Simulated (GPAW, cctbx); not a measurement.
## Bonding in Tl2Ga as X-rays see it

Question: by how much does bonding change the X-ray structure factors of Tl2Ga, how firmly does DFT give the change, and what does a routine refinement make of it?

The start was made by putting kin elements into a known structure type; the compound need not exist, or be stable, in this form. All numbers below are calculated.

## 1. Relax the structure

The density hangs on the geometry, so cell and atoms are relaxed first, with the symmetry held. The cutoff is set higher than for the density because stress converges slowly with plane waves.

Settings: GPAW 26.7.0, PBE, 570 eV, 4×4×3 k-points (along the axes of the calculation cell), Fermi–Dirac width 0.1 eV, BFGS to 0.03 eV/Å.

```text
cell
1.0
     5.159000000    0.000000000    0.000000000
    -2.579500000    4.467825058    0.000000000
     0.000000000    0.000000000    6.380000000
Tl Ga
4 2
Direct
0.666666667 0.333333333 0.250000000
0.333333333 0.666666667 0.750000000
0.000000000 0.000000000 0.500000000
0.000000000 0.000000000 0.000000000
0.666666667 0.333333333 0.750000000
0.333333333 0.666666667 0.250000000
```

```console
$ OMP_NUM_THREADS=1 mpirun -n 4 gpaw python run.py > gpaw.log
```

```text
BFGS:    0      -14.915836        0.793976
BFGS:    1      -14.937869        0.753808
BFGS:    2      -15.125268        0.276167
BFGS:    3      -15.155282        0.069145
BFGS:    4      -15.156309        0.032586
BFGS:    5      -15.156358        0.028628
cell  5.3518 5.3518 6.6598  90.00 90.00 120.00
volume 165.197 A^3, largest force 0.000 eV/A, largest stress 0.17 GPa
```

The cell moved far, while the k-mesh and basis were chosen for the start, so the final shape may be somewhat biased.

After 5 steps the volume has changed by +12.3 % and the energy by -0.241 eV; the largest stress left is 0.17 GPa. It took 60 s on 4 cores of Arm Neoverse V1 (shared host), peak memory 0.91 GiB.

Relaxed structure: P6_3/mmc (no. 194), a = 5.3518 Å, b = 5.3518 Å, c = 6.6598 Å, α = 90.00°, β = 90.00°, γ = 120.00°.

| atom | mult. | x | y | z |
| --- | --- | --- | --- | --- |
| Tl1 | 2 | 2/3 | 1/3 | 1/4 |
| Tl2 | 2 | 0 | 0 | 1/2 |
| Ga1 | 2 | 2/3 | 1/3 | 3/4 |

## 2. Density and charge transfer

X-rays see the whole electron density, so the PAW density is rebuilt with its core regions. Subtracting spherical free atoms from the same code cancels the cores and leaves the deformation density Δρ, the part due to bonding.

Settings: PBE, 450 eV, 5×5×4 k-points (along the axes of the calculation cell), Fermi–Dirac width 0.1 eV; primitive cell of 6 atoms.

```console
$ OMP_NUM_THREADS=1 mpirun -n 4 gpaw python run.py > gpaw.log
```

```text
|iter:   1|       0s |  -15.392916 | -0.45 |       |
|iter:   2|       2s |  -15.363637 | -2.42 | -1.51 |
|iter:   3|       3s |  -15.196999 | -1.93 | -1.55 |
...
|iter:   8|      11s |  -15.190293c| -6.53 | -4.04c|
|iter:   9|      12s |  -15.190293c| -6.93 | -4.37c|
|iter:  10|      13s |  -15.190293c| -7.67c| -5.12c|
```

```text
grid (54, 54, 70)  electrons 386.000  moved by bonding 0.551 e
deformation density beyond 0.5 A of the nuclei: max 0.023, min -0.031 e/A^3
atom        x       y       z   Voronoi charge  moment
Tl1    0.6667  0.3333  0.2500      0.014       0.00
Tl2    0.3333  0.6667  0.7500      0.014       0.00
Tl3    0.0000  0.0000  0.5000      0.027       0.00
Tl4    0.0000  0.0000  0.0000      0.027       0.00
Ga5    0.6667  0.3333  0.7500     -0.040       0.00
Ga6    0.3333  0.6667  0.2500     -0.040       0.00
mean inner potential of superposed free atoms 18.674 V
total magnetic moment 0.000 muB
```

Deformation density in a plane through the shortest contact of the Tl atom at the origin, in 0.01 e/Å³ (clipped at ±99); x from -1.6 to 4.7 Å, y from 2.4 down to -2.4 Å:

```text
  .  -1  -1   0   1   0   0   1   1   0   1   1   0  -2   0   .
 -2  -1   0   1   1   1   0   0   0   0   1   1   1  -1  -2  -1
  0   1   2   2   1   1   1   1   0   1   1   1   2   2   0  -1
  1   2   2   1   0   0   0   1   1   0   0   0   1   2   2   1
  1   1   0  -3  -2  -2   0   1   1   0  -1  -1  -1   1   1   1
  1   0  -3   0   .  -1  -2   1   2   0  -2   .  -2  -1   0   1
  0   0  -2   .   .   0  -2   2   2   0  -1   .   .  -2   0   1
  1   0  -2   0   .  -1  -2   2   2   0  -2   .  -2  -1   0   1
  1   1   0  -3  -2  -3   0   1   1   0  -1  -1  -1   1   1   1
  1   2   2   1   0   0   0   1   1   0   0   0   1   2   2   1
  0   1   2   2   1   1   1   1   0   1   1   1   2   2   0  -1
 -2  -1   0   1   1   1   0   0   0   0   1   1   1  -1  -2  -1
  .  -1  -1   0   1   0   0   1   1   0   1   1   0  -2   0   .
```

Atoms in or within 0.15 Å of the plane: Tl (0.0, 0.0), Ga (3.1, 0.0) Å. Dots mark points within about 0.45 Å of a nucleus; large values next to them are atomic features.

Ga gains most (-0.04 e) and Tl loses most (+0.02 e), in averages over each element's sites, as electronegativity suggests. Along the shortest contact from the Tl atom at the map's origin, Tl–Ga at 3.09 Å, Δρ is +0.02 e/Å³ at the midpoint: little piles up between the atoms, as is usual in a metallic crystal, which this run finds. At the midpoints of other shortest contacts it is +0.01 (Tl–Tl, 3.33 Å) e/Å³. Point values carry grid noise of about 0.01 e/Å³. The run needed 10 iterations, 20 s.

## 3. From the density to structure factors

The Fourier components of Δρ, added to those of the free atoms, give the static X-ray structure factors; the Mott–Bethe relation turns them into the Fourier components V of the potential that fast electrons feel.

```text
static structure factors of the conventional cell: F in electrons, V (Mott-Bethe) in volts
   h  k  l      d  |F| table  |F| free   |F| DFT   change   |V| free  |V| DFT  change %
   1  0  0  4.6348    47.809    47.763    47.739   -0.024     1.333    1.348      1.1
   1  0  1  3.8042    81.252    81.170    81.125   -0.045     2.181    2.200      0.8
   0  0  2  3.3299    53.524    53.569    53.613    0.044     2.594    2.580     -0.5
   1  0  2  2.7043   235.679   235.599   235.433   -0.166     7.792    7.826      0.4
   1  1  0  2.6759   330.435   330.318   329.965   -0.353    11.063   11.133      0.6
   2  0  0  2.3174    43.178    43.195    43.282    0.087     1.014    1.001     -1.3
   2  0  1  2.1887    73.776    73.831    73.831   -0.001     1.697    1.698      0.0
   1  1  2  2.0859    47.086    46.930    46.833   -0.097     1.819    1.831      0.6
   1  0  3  2.0021    72.103    72.196    72.196    0.000     1.602    1.602     -0.0
   2  0  2  1.9021   214.140   213.940   213.849   -0.091     6.029    6.038      0.2
   2  1  0  1.7518    40.075    40.148    40.149    0.000     0.839    0.839     -0.0
   2  1  1  1.6942    68.711    68.840    68.867    0.027     1.415    1.412     -0.2
   0  0  4  1.6649   286.743   286.388   286.493    0.105     7.662    7.654     -0.1
   2  0  3  1.6031    67.534    67.660    67.676    0.015     1.351    1.350     -0.1
```

The largest X-ray change is -0.35 e on 110, 0.1 % of |F|. For electrons V goes as (Z − F)/g², so a change of F counts against Z − F, which is small at low angle and wherever the atoms' terms cancel: |V| of 200 moves by -1.3 % (1.01 to 1.00 V) against +0.2 % in |F|. The tabulated Hartree–Fock atoms differ from the free DFT atoms by up to 0.36 e, so the choice of reference atom matters too.

## 4. Which functional?

The same geometry is run with other functionals, to see whether the bonding signal is larger than the spread between approximations. Free atoms are LDA for LDA and PBE otherwise; meta-GGAs and hybrids keep PBE cores. Any other changed setting is in the row's label.

| run | ΔF 110 (e) | ΔF 102 (e) | ΔF 112 (e) | q(Ga) (e) | moved (e) | time |
| --- | --- | --- | --- | --- | --- | --- |
| PBE | -0.353 | -0.166 | -0.097 | -0.040 | 0.551 | 20 s |
| LDA | -0.349 | -0.166 | -0.093 | -0.030 | 0.533 | 19 s |
| r2SCAN | -0.285 | -0.101 | -0.123 | -0.062 | 0.527 | 67 s |

At the base's settings ΔF(110) spans -0.353 to -0.285 e, a spread of 19 % of the PBE value; over the three listed reflections the spread is at most 39 %, so the sign holds and the size hangs on the functional. Times are from shared hosts.

## 5. What a spherical-atom refinement makes of it

Routine crystallography fits spherical atoms. To see the bias, intensities are simulated from tabulated atoms plus the DFT change ΔF, so that bonding alone can misfit (7184 reflections of the full sphere, merged to the counts below, to 0.45 Å, 0.5 % proportional noise plus counting noise, assumed isotropic U as listed, Δρ smeared by the mean U) and refined with cctbx over different ranges.

| range | data | R1 | GooF | U Tl1 (true 0.0063) | U Tl2 (true 0.0063) | U Ga1 (true 0.0091) | largest shift (Å) | Δρ max, min (e/Å³) |
| --- | --- | --- | --- | --- | --- | --- | --- | --- |
| all data | 397 | 0.0027 | 0.92 | 0.0063 | 0.0063 | 0.0091 | 0.0000 | 0.27, -0.42 |
| low resolution, d > 0.84 | 73 | 0.0018 | 0.96 | 0.0063 | 0.0063 | 0.0091 | 0.0000 | 0.11, -0.16 |
| high order, d < 0.75 | 298 | 0.0033 | 0.91 | 0.0063 | 0.0063 | 0.0091 | 0.0000 | 0.22, -0.30 |
| occupancies free, d > 0.7 | 120 | 0.0018 | 0.92 | 0.0063 | 0.0063 | 0.0091 | 0.0000 | 0.14, -0.23 |

With all data GooF is 0.92, so at this noise the bonding hardly shows; the top residual peak, near noise level, lies 1.16 Å from Tl and 2.28 Å from Ga. No U is off by more than 3 s.u. at low resolution. Symmetry fixes every coordinate, so the shifts are zero by construction. With Tl1 held at 1 and the scale free, the other occupancies refine to Tl2 0.999(0.001) and Ga1 0.999(0.002), within three s.u. of full.

## 6. Answer

Bonding moves 0.55 e in the primitive cell of Tl2Ga and changes the structure factors of the conventional cell in the table above by at most 0.35 e (110, 0.1 %), and among reflections above 2 % of the strongest by up to 0.2 % (112). The shortest bond, Tl–Ga, has Δρ = +0.02 e/Å³ at its midpoint, with no localised bond charge. At the base's settings ΔF(110) spans -0.353 to -0.285 e, a spread of 19 % of the PBE value; over the three listed reflections the spread is at most 39 %, so the sign holds and the size hangs on the functional. With all data GooF is 0.92, so at this noise the bonding hardly shows. Limits: static density, frozen cores, no spin–orbit coupling.

[Outputs are excerpts: Python notices, other lines and further rows are left out; steps that failed or that the build refused (PBEsol, TPSS) are not shown.]

[Logs are printed without paths, hosts, clocks, repeated set-up lines and the standing remarks that a program may print on its own settings, such as how far it seeks lower states.]
